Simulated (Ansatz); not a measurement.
# Localised basis functions on 1/2<111> screw dislocation dipole in a Li-W solid solution (120 atoms)

Wanted: errors and times of a linear-scaling basis for 1/2<111> screw dislocation dipole in a Li-W solid solution (120 atoms). A setting counts as converged where the r.m.s. difference of forces stays under 1 % of the r.m.s. force.

Method: Kohn-Sham DFT, PBE, PAW (set soft_2), plane waves, in Ansatz 0.2.0.

**1. The structure**

The cell holds 120 atoms: 76 Li and 44 W. Cell: a = 33.139 Å, b = 23.961 Å, c = 2.929 Å, α = 93.5°, β = 90.0°, γ = 90.0°. It derives from Li and W. Bcc Li lattice (a = 3.3822 Å, the value set for the mixture), x, y, z along [11-2], [-110], [111], 4 x 5 x 1 period; two opposite 1/2<111> screw dislocations along z, half a cell apart on one glide plane, laid by the isotropic elastic field summed over images, cell tilted by half the Burgers vector; 44 of 120 Li sites given to W at random (lattice constant by Vegard's rule between Li and W); not relaxed, displaced by a Gaussian of 0.02 Å.

Before any run, some limits are plain. The cell is under 6 Å thick along one periodic direction, so every atom has periodic images of itself close by, which move with it and show among its neighbours and in g(r). The host structure and its lattice constant were typed by rule, without a check against the phase diagram. No spin–orbit coupling is included, so levels derived from the heavy atoms are approximate.

**2. Plane-wave single point**

The first run fixes the reference, at a cutoff of 420 eV.

File input.yaml:

```yaml
crystal:
  lattice:
    - [33.13866, 0.0, 0.0]
    - [0.0, 23.91577, -1.46455]
    - [0.0, 0.0, 2.92907]
  atoms:
    - { symbol: Li, position: [0.87598, 0.09949, 0.17672] }
    - { symbol: Li, position: [0.95769, 0.10072, 0.49852] }
    - { symbol: Li, position: [0.75105, 0.99936, 0.12325] }
    - { symbol: Li, position: [0.83318, 0.00122, 0.45803] }
    - { symbol: Li, position: [0.91647, 0.99968, 0.82664] }
    - { symbol: W, position: [0.87434, 0.29986, 0.23982] }
    - { symbol: W, position: [0.95836, 0.30049, 0.54764] }
    - { symbol: W, position: [0.75069, 0.20075, 0.2437] }
    - { symbol: W, position: [0.83388, 0.19943, 0.55527] }
    - { symbol: Li, position: [0.9161, 0.19978, 0.87891] }
    - { symbol: Li, position: [0.62458, 0.09967, 0.17581] }
    - { symbol: Li, position: [0.70782, 0.09944, 0.51362] }
    - { symbol: Li, position: [0.79099, 0.1002, 0.85872] }
    - { symbol: W, position: [0.50045, 0.99984, 0.09489] }
    - { symbol: W, position: [0.58288, 0.00142, 0.43501] }
    - { symbol: Li, position: [0.66628, 0.00016, 0.78879] }
    - { symbol: W, position: [0.87507, 0.50052, 0.25832] }
    - { symbol: W, position: [0.95812, 0.49904, 0.54384] }
    - { symbol: Li, position: [0.74987, 0.40049, 0.37739] }
    - { symbol: W, position: [0.8339, 0.40024, 0.63676] }
    - { symbol: W, position: [0.91621, 0.40105, 0.91298] }
    - { symbol: W, position: [0.62482, 0.30041, 0.34088] }
    - { symbol: W, position: [0.70902, 0.30127, 0.66753] }
    - { symbol: W, position: [0.79082, 0.29879, 0.94532] }
    - { symbol: W, position: [0.5001, 0.20073, 0.26284] }
    - { symbol: Li, position: [0.58211, 0.19974, 0.59959] }
    - { symbol: Li, position: [0.66681, 0.20064, 0.9191] }
    - { symbol: Li, position: [0.37488, 0.10016, 0.18352] }
    - { symbol: Li, position: [0.45845, 0.1001, 0.50947] }
    - { symbol: W, position: [0.54189, 0.1001, 0.8551] }
    - { symbol: W, position: [0.25072, 0.00015, 0.13743] }
    - { symbol: Li, position: [0.33295, 0.00035, 0.4572] }
    - { symbol: Li, position: [0.41646, 4.0e-05, 0.77136] }
    - { symbol: Li, position: [0.87542, 0.69963, 0.11301] }
    - { symbol: W, position: [0.95858, 0.7005, 0.47361] }
    - { symbol: Li, position: [0.7501, 0.60062, 0.67442] }
    - { symbol: Li, position: [0.83317, 0.60003, 0.50426] }
    - { symbol: Li, position: [0.91686, 0.60071, 0.84157] }
    - { symbol: Li, position: [0.62521, 0.4989, 0.54893] }
    - { symbol: Li, position: [0.70736, 0.50094, 0.84933] }
    - { symbol: Li, position: [0.79165, 0.49935, 0.06519] }
    - { symbol: Li, position: [0.50119, 0.39845, 0.45012] }
    - { symbol: Li, position: [0.58432, 0.40028, 0.76887] }
    - { symbol: W, position: [0.66719, 0.39985, 0.0852] }
    - { symbol: W, position: [0.37426, 0.30046, 0.32084] }
    - { symbol: W, position: [0.45796, 0.30044, 0.66524] }
    - { symbol: Li, position: [0.54215, 0.30004, 0.01336] }
    - { symbol: W, position: [0.24994, 0.20073, 0.22674] }
    - { symbol: W, position: [0.33365, 0.20012, 0.57201] }
    - { symbol: Li, position: [0.41704, 0.20019, 0.92383] }
    - { symbol: Li, position: [0.12481, 0.09796, 0.18658] }
    - { symbol: Li, position: [0.20965, 0.10037, 0.51339] }
    - { symbol: W, position: [0.29158, 0.0999, 0.84734] }
    - { symbol: Li, position: [0.99932, 0.99957, 0.15309] }
    - { symbol: W, position: [0.08348, 0.99975, 0.49719] }
    - { symbol: W, position: [0.16656, 0.00082, 0.82211] }
    - { symbol: Li, position: [0.87632, 0.89841, 0.10983] }
    - { symbol: Li, position: [0.95888, 0.90211, 0.47203] }
    - { symbol: Li, position: [0.75003, 0.79981, 0.99857] }
    - { symbol: Li, position: [0.83316, 0.80057, 0.3951] }
    - { symbol: W, position: [0.9159, 0.80026, 0.78885] }
    - { symbol: Li, position: [0.62578, 0.69991, 0.80702] }
    - { symbol: Li, position: [0.70867, 0.7002, 0.18366] }
    - { symbol: W, position: [0.79162, 0.70097, 0.64049] }
    - { symbol: W, position: [0.50115, 0.60093, 0.68547] }
    - { symbol: Li, position: [0.58235, 0.6005, 0.01697] }
    - { symbol: Li, position: [0.66716, 0.60087, 0.34489] }
    - { symbol: Li, position: [0.3755, 0.49953, 0.51809] }
    - { symbol: Li, position: [0.45753, 0.49853, 0.86895] }
    - { symbol: Li, position: [0.54113, 0.49906, 0.23702] }
    - { symbol: Li, position: [0.2498, 0.39888, 0.29666] }
    - { symbol: Li, position: [0.33298, 0.39897, 0.70257] }
    - { symbol: Li, position: [0.41704, 0.39964, 0.09484] }
    - { symbol: W, position: [0.12508, 0.30135, 0.22397] }
    - { symbol: Li, position: [0.20927, 0.30009, 0.56749] }
    - { symbol: Li, position: [0.29314, 0.29954, 0.94346] }
    - { symbol: Li, position: [0.99958, 0.19983, 0.20229] }
    - { symbol: Li, position: [0.08346, 0.20055, 0.5462] }
    [... 36 atom lines left out ...]
    - { symbol: Li, position: [0.2914, 0.90027, 0.74858] }
    - { symbol: Li, position: [1.0e-05, 0.79986, 0.14107] }
    - { symbol: Li, position: [0.08361, 0.79902, 0.48316] }
    - { symbol: W, position: [0.16722, 0.79984, 0.79464] }
    - { symbol: W, position: [0.04124, 0.69955, 0.82484] }
    - { symbol: Li, position: [0.04155, 0.89962, 0.80967] }
kpoints:
  mp_grid: { grid: [1, 1, 7] }
hamiltonian:
  xc: pbe
scf:
  occupations: { method: cold, width: 0.15 }
output:
  forces: true
  stress: true
  populations: intrinsic
  dos:
    method: { smearing: { sigma: 0.08 } }
    de: 0.1
    projected: { site_lists: { Li: [Li], W: [W] } }
  eigenvalues: true
  write_density: true
  write_potential: true
  volumetric_format: npy
  elf: true
```

The run is started by

```
ansatz run input.yaml --threads 4 --pin off --max-ram 8192MiB --backend cpu --events-out ev --progress --plain --runs-dir out
```

Numbers of over 12 decimals in the logs are rounded to 6 here.

Output:

```text
Engine: ansatz 0.2.0, aarch64-unknown-linux-gnu
Pseudopotentials: kind: paw
Pseudopotential: Li, paw, valence charge 3, recommended cutoff 420 eV (normal), Li.paw.azcp
Pseudopotential: W, paw, valence charge 14, recommended cutoff 420 eV (normal), W.paw.azcp
[... 5 lines on functional and potentials left out ...]
Crystal: 120 atoms, lattice volume = 2321.395 Å³
Basis set: ecut = 420 eV, 45177 PW (Γ), exchange–correlation on 450×324×40 points (8 copies of the dense FFT grid, shifted against one another)
Bands: 542, of which v1, the nominal top of the filled ones, is band 422 counted from 1 (421 counted from 0)
Symmetry: 1 space group operations
Space group: P1 (ITA 1), of the structure as read, at distance tolerance 1.3e-4 Å
k-points: 4 of 7 (time reversal used)
[... 5 lines on functional and potentials left out ...]
Initial density: superposition of atomic densities (neutral atoms: chi_scale 0, normalization atom), corrected by the library's trained network
Initial wavefunctions: pseudopotential atomic-orbital guess
Functional: x = pbe(κ = 0.804, μ = 0.219515), c = pbe(β = 0.066725)
SCF iter   1: F=—  HF=-472410.634886 eV  |F-HF|=—  |Δ(HF+E_count)|=         —  Δρ=7.91e-3  dr2=1.93e1  ethr=1.77e-3  ⟨swp⟩=6.8  Hψ=9096  notcnv=0
preconditioner: auto → Kerker (q_TF=auto, 2.305 Å⁻¹)  [metal: Δε(μ)=0.014 eV  Ē_g=3.258 eV  σ=0.150 eV  W_gap=0.06  n_scr=412 (ndim 8)  ℏωp=14.2 eV  f_vac=0.000  D(μ)=100.74/eV (n_scr^D=916)]
SCF iter   2: F=—  HF=-472410.289630 eV  |F-HF|=—  |Δ(HF+E_count)|=   3.45e-1  S|Δr|=    0.00e0  Δρ=3.81e-3  dr2=4.78e0  ethr=1.77e-3  ⟨swp⟩=1.0  Hψ=2496  notcnv=0
SCF iter   3: F=—  HF=-472410.174216 eV  |F-HF|=—  |Δ(HF+E_count)|=   1.15e-1  S|Δr|=    0.00e0  Δρ=7.39e-4  dr2=9.58e-2  ethr=5.66e-4  ⟨swp⟩=1.0  Hψ=1865  notcnv=0
SCF iter   4: F=—  HF=-472410.168718 eV  |F-HF|=—  |Δ(HF+E_count)|=   5.50e-3  S|Δr|=    0.00e0  Δρ=2.97e-4  dr2=1.38e-2  ethr=1.14e-5  ⟨swp⟩=2.0  Hψ=2367  notcnv=0
SCF iter   5: F=—  HF=-472410.168045 eV  |F-HF|=—  |Δ(HF+E_count)|=   6.73e-4  S|Δr|=    0.00e0  Δρ=9.85e-5  dr2=9.31e-4  ethr=1.63e-6  ⟨swp⟩=2.0  Hψ=2857  notcnv=0
SCF iter   6: F=—  HF=-472410.167991 eV  |F-HF|=—  |Δ(HF+E_count)|=   5.46e-5  S|Δr|=    0.00e0  Δρ=4.03e-5  dr2=1.27e-4  ethr=1.10e-7  ⟨swp⟩=1.5  Hψ=2259  notcnv=0
SCF iter   7: F=—  HF=-472410.167993 eV  |F-HF|=—  |Δ(HF+E_count)|=   1.82e-6  S|Δr|=    0.00e0  Δρ=1.13e-5  dr2=1.57e-5  ethr=1.50e-8  ⟨swp⟩=2.0  Hψ=2364  notcnv=0
SCF iter   8: F=—  HF=-472410.165991 eV  |F-HF|=—  |Δ(HF+E_count)|=   2.00e-3  S|Δr|=    0.00e0  Δρ=4.31e-6  dr2=1.81e-6  ethr=1.85e-9  ⟨swp⟩=2.0  Hψ=3732  notcnv=0
SCF iter   9: F=—  HF=-472410.165991 eV  |F-HF|=—  |Δ(HF+E_count)|=   3.08e-8  S|Δr|=    0.00e0  Δρ=1.22e-6  dr2=1.41e-7  ethr=2.15e-10  ⟨swp⟩=1.2  Hψ=1866  notcnv=0
SCF iter  10: F=-472410.165991 eV  HF=-472410.165991 eV  |F-HF|=1.23e-8  |Δ(HF+E_count)|=   6.69e-9  S|Δr|=    0.00e0  Δρ=4.26e-7  dr2=1.67e-8  ethr=1.18e-11  ⟨swp⟩=13.5  Hψ=13897  notcnv=0
SCF 1 converged in 10 iterations: F = -472410.165991 eV  dr2 = 1.67e-8
  greatest PAW one-centre occupation: 1.000 electrons in one spin orbital (limit 2), on the Li atom at site 90 (counted from 0), in its partial waves of l = 0
SCF converged after 10 iterations
Stability not checked: this state was not tested for a lower state beside it, because cold or Methfessel-Paxton smearing, or corrected tetrahedra, fill the levels in a way that the test cannot read (fill_not_monotonic; see scf.lower_state_search)
Free energy (F): -472410.165991 eV
Harris-Foulkes:  -472410.165991 eV  (|F-HF|=1.23e-8)
Internal energy: -472410.140773 eV  (E = F + TS)
E sigma→0 (E₀):  -472410.157585 eV
Entropy (-TS):   -0.025218 eV (-0.210 meV/atom)
Fermi energy:    6.885314 eV
--- Per-component energies (eV) ---
  E_band       = -18328.794128
  E_kinetic    = 20996.780593
  E_local      = -122798.710957  (includes V_loc(G=0)·N_el)
  E_nonlocal   = -2441.101923
  E_hartree    = 51799.733857
  E_xc         = -12323.153430
  E_vxc        = -11244.172313  (∫ρ·V_xc dr)
  E_paw        = -378332.162234  (= ΣΔE_a)
  E_vpaw       = -6441.057467  (= ΣTr[D̂ρ^β])
  E_aug_tail   = -0.001377  (compensation charges beyond the density's cutoff)
  E_ewald      = -29311.525302
  E_smearing   = -0.025218  (= −TS)
  E_closure    = 0.000000  (closes the sum)
  Σ components = -472410.165991   (vs F -472410.165991, Δ=0.00e0)
--- Forces (eV/Å), atoms counted from 1 ---
  atom   1  Li    -0.23386654     0.21508823    -0.12720133
  atom   2  Li     0.38900560    -0.10573262    -0.06694078
  atom   3  Li    -0.05147392    -0.06249185     0.00878636
  atom   4  Li     0.04107235    -0.04835061     0.02084771
  atom   5  Li     0.00404007     0.02960525    -0.02369010
  atom   6  W      0.03475551     0.14104640     0.66806030
  atom   7  W     -2.71307649     1.46403606     0.02174307
  atom   8  W      1.70487838     2.09001294     0.29074978
  atom   9  W     -1.82439469     2.15629189    -0.39497662
  atom  10  Li    -0.07999989     0.41514032     0.06690645
  atom  11  Li    -0.25753507    -0.15318566     0.00763258
  atom  12  Li     0.20318422     0.24452173     0.09382902
  atom  13  Li     0.01964558     0.35773627    -0.02807431
  atom  14  W      2.77590864     0.08471734    -0.29799032
[...]
atom 119  W     -2.35888072     0.11658040    -0.39591732
  atom 120  Li     0.26788253     0.23602530    -0.03383978
  max |Σ_I F_I| component: 1.02e-4 eV/Å
--- Stress (GPa, compression-positive) ---
      -11.156422       1.092388       0.213838
        1.092388     -11.434842      -0.149259
        0.213838      -0.149259     -20.701229
  P = ⅓ Tr σ = -14.4308 GPa (-144.308 kbar)
--- Band table (eV) ---
  k-point 0: bands = ["-67.3361", "-67.2925", "-67.2665", "-67.2565", [... 526 levels ...], "9.2006", "9.2109", "9.2292", "9.2334", "9.2394", "9.2469", "9.2526", "9.2559", "9.2680", "9.2755", "9.2822", "9.2947"]
[...]
--- intrinsic populations: 120 sites ---
  site symbol       q [e]
     0     Li      2.8954
     1     Li      2.8510
     2     Li      2.9777
[...]
119     Li      2.7671
  spilling = -0.000000 (of n_electrons = 844.000000)
```

Wall time 17 min (4 threads of Arm Neoverse V1, shared host); peak memory 6.8 GiB.

The column dr2 measures how far the density is from self-consistency, as an energy; F and HF (Harris–Foulkes) agree once it is small.

The program notes that it cut back its work space to fit the memory limit.

Numbers from this run:

| Quantity | Value |
| --- | --- |
| free energy | -472410.1660 eV |
| free energy per atom | -3936.7514 eV/atom |
| SCF cycles | 10 |
| pressure | -14.43 GPa |
| r.m.s. force component | 0.7868 eV/Å |
| longest force | 3.385 eV/Å |
| Fermi energy | 6.885 eV |
| levels partly filled by over 2 per cent | 59 |

The r.m.s. force component of 0.79 eV/Å sets the scale for the differences below.

**3. Support functions medium**

With localised support functions most steps grow linearly with size, though the diagonalisation grows faster unless the density matrix is cut; this run measures error and cost at this size. The level medium gives here a grid of 144×108×18 points and a radius of 4.02 Å.

This step: Kohn-Sham DFT, PBE, PAW (set soft_2), localised support functions (medium) (Ansatz 0.2.0).

input.yaml, the sections that differ from step 2:

```yaml
scf:
  occupations: { method: cold, width: 0.15 }
  eigensolver: { kind: { support_functions: { accuracy: medium } } }
  max_iter: 150
output:
  forces: true
# crystal, kpoints, hamiltonian: as in step 2
```

Output:

```text
Warning: scf.eigensolver.kind.support_functions: disabling space-group detection — the functions' gradient is summed over unrotated k-points, so no spatial operation reduces the k-mesh or symmetrises the density; time reversal is kept, so that k and −k are solved as one point where they differ and the mesh holds both, and exact exchange and, on two spinor components, a DFT+U term hold to it where the run has them: [...]
settings of this run that can trade accuracy for cost: scf.eigensolver.kind.support_functions [...]
[...]
Crystal: 120 atoms, lattice volume = 2321.395 Å³
Basis set: ecut = 420 eV, 45177 PW (Γ), exchange–correlation on 450×324×48 points (8 copies of the dense FFT grid, shifted against one another)
Bands: 507, of which v1, the nominal top of the filled ones, is band 422 counted from 1 (421 counted from 0)
Symmetry: 1 space group operations
k-points: 4 of 7 (time reversal used)
[...]
Eigensolver: Support functions (medium, 144×108×18 points, laid for a spacing of at most 0.237286 Å, radius 4.024552 Å, 1 species' potentials softened for the grid, 1 wholly corrected for its errors in the mean over positions, 2 with the egg-box correction, energy correction by stochastic trace)
[...]
SCF iter   1: F=—  HF=-472493.880750 eV  |F-HF|=—  |Δ(HF+E_count)|=         —  Δρ=8.22e-2  dr2=1.84e3  ethr=1.00e-1
[...]
SCF iter   9: F=—  HF=-472410.185609 eV  |F-HF|=—  |Δ(HF+E_count)|=   3.54e-3  S|Δr|=    0.00e0  Δρ=1.16e-5  dr2=9.11e-6  ethr=1.16e-8  κ⁻¹=2.7e-7(r=7)
SCF iter  10: F=-472410.188273 eV  HF=-472410.188274 eV  |F-HF|=3.64e-7  |Δ(HF+E_count)|=   2.66e-3  S|Δr|=    0.00e0  Δρ=3.88e-6  dr2=7.89e-7  ethr=1.08e-9
SCF 1 converged in 10 iterations: F = -472410.214779 eV  dr2 = 7.89e-7
[...]
SCF converged after 10 iterations
[...]
Free energy (F): -472410.214779 eV
[...]
Internal energy: -472410.189917 eV  (E = F + TS)
E sigma→0 (E₀):  -472410.206492 eV
Entropy (-TS):   -0.024861 eV (-0.207 meV/atom)
Fermi energy:    6.885377 eV
[...]
Σ components = -472410.214779   (vs F -472410.214779, Δ=0.00e0)
--- Forces (eV/Å), atoms counted from 1 ---
  atom   1  Li    -0.23411132     0.21517118    -0.12737089
  atom   2  Li     0.38911496    -0.10571584    -0.06689500
  atom   3  Li    -0.05205765    -0.06239476     0.00866728
  atom   4  Li     0.04121253    -0.04783623     0.02083861
[...]
atom 120  Li     0.26806871     0.23600149    -0.03400493
  max |Σ_I F_I| component: 6.97e-3 eV/Å
--- Band table (eV) ---
[...]
guard bands above this table: 54 of the run's 507 bands (output.publish_guard_bands: true publishes all)
[...]
```

The job ended after 4.2 min (4 threads; peak memory 5.4 GiB).

The program notes that the band table was not solved further than the SCF left it and it switched symmetry off.

Keys that differ from the reference: support_functions.accuracy = "medium" and scf.max_iter = 150.

Forces differ from the reference by 0.35 meV/Å r.m.s., 0.044 % of their size, well within a tolerance of 1 %; the energy by -0.41 meV/atom.

**4. Support functions low**

The level low is asked for. Here it resolves to the same grid and radius as in the run with support functions medium, so the basis is not new.

This step: Kohn-Sham DFT, PBE, PAW (set soft_2), localised support functions (low) (Ansatz 0.2.0).

input.yaml, the sections that differ from step 3:

```yaml
scf:
  occupations: { method: cold, width: 0.15 }
  eigensolver: { kind: { support_functions: { accuracy: low } } }
  max_iter: 150
# crystal, kpoints, hamiltonian, output: as in step 3
```

Output:

```text
[...]
Crystal: 120 atoms, lattice volume = 2321.395 Å³
Basis set: ecut = 420 eV, 45177 PW (Γ), exchange–correlation on 450×324×48 points (8 copies of the dense FFT grid, shifted against one another)
Bands: 507, of which v1, the nominal top of the filled ones, is band 422 counted from 1 (421 counted from 0)
Symmetry: 1 space group operations
k-points: 4 of 7 (time reversal used)
[...]
Eigensolver: Support functions (low, 144×108×18 points, laid for a spacing of at most 0.237286 Å, radius 4.024552 Å, 1 species' potentials softened for the grid, 1 wholly corrected for its errors in the mean over positions, 2 with the egg-box correction, energy correction by stochastic trace)
[...]
SCF iter   1: F=—  HF=-472493.880750 eV  |F-HF|=—  |Δ(HF+E_count)|=         —  Δρ=8.22e-2  dr2=1.84e3  ethr=1.00e-1
[...]
SCF iter   8: F=—  HF=-472410.182066 eV  |F-HF|=—  |Δ(HF+E_count)|=   5.14e-3  S|Δr|=    0.00e0  Δρ=3.65e-5  dr2=9.81e-5  ethr=8.87e-8  κ⁻¹=2.3e-6(r=6)
SCF iter   9: F=-472410.185605 eV  HF=-472410.185609 eV  |F-HF|=4.47e-6  |Δ(HF+E_count)|=   3.54e-3  S|Δr|=    0.00e0  Δρ=1.16e-5  dr2=9.11e-6  ethr=1.16e-8
SCF 1 converged in 9 iterations: F = -472410.214624 eV  dr2 = 9.11e-6
[...]
SCF converged after 9 iterations
[...]
Free energy (F): -472410.214624 eV
[...]
Internal energy: -472410.189806 eV  (E = F + TS)
E sigma→0 (E₀):  -472410.206351 eV
Entropy (-TS):   -0.024817 eV (-0.207 meV/atom)
Fermi energy:    6.885394 eV
[...]
Σ components = -472410.214624   (vs F -472410.214624, Δ=0.00e0)
--- Forces (eV/Å), atoms counted from 1 ---
  atom   1  Li    -0.23410186     0.21503307    -0.12739449
  atom   2  Li     0.38905622    -0.10586549    -0.06690285
  atom   3  Li    -0.05201432    -0.06240530     0.00866440
  atom   4  Li     0.04121844    -0.04779046     0.02084358
[...]
atom 120  Li     0.26804484     0.23614161    -0.03402671
  max |Σ_I F_I| component: 8.26e-3 eV/Å
--- Band table (eV) ---
[...]
```

It took 3.9 min on 4 threads; peak memory 5.4 GiB; 15 min of CPU time.

Keys that differ from the reference: support_functions.accuracy = "low" and scf.max_iter = 150.

Forces differ from the reference by 0.47 meV/Å r.m.s., 0.060 % of their size, well within a tolerance of 1 %; the energy by -0.41 meV/atom.

[end of part 1 of 3]

[Logs are printed without paths, hosts, clocks, repeated set-up lines and the standing remarks that a program may print on its own settings, such as how far it seeks lower states.]

[Hosts, paths, dates, database ids (printed as entryN), source tags and the programs' standing remarks are cut or masked in the printed files.]
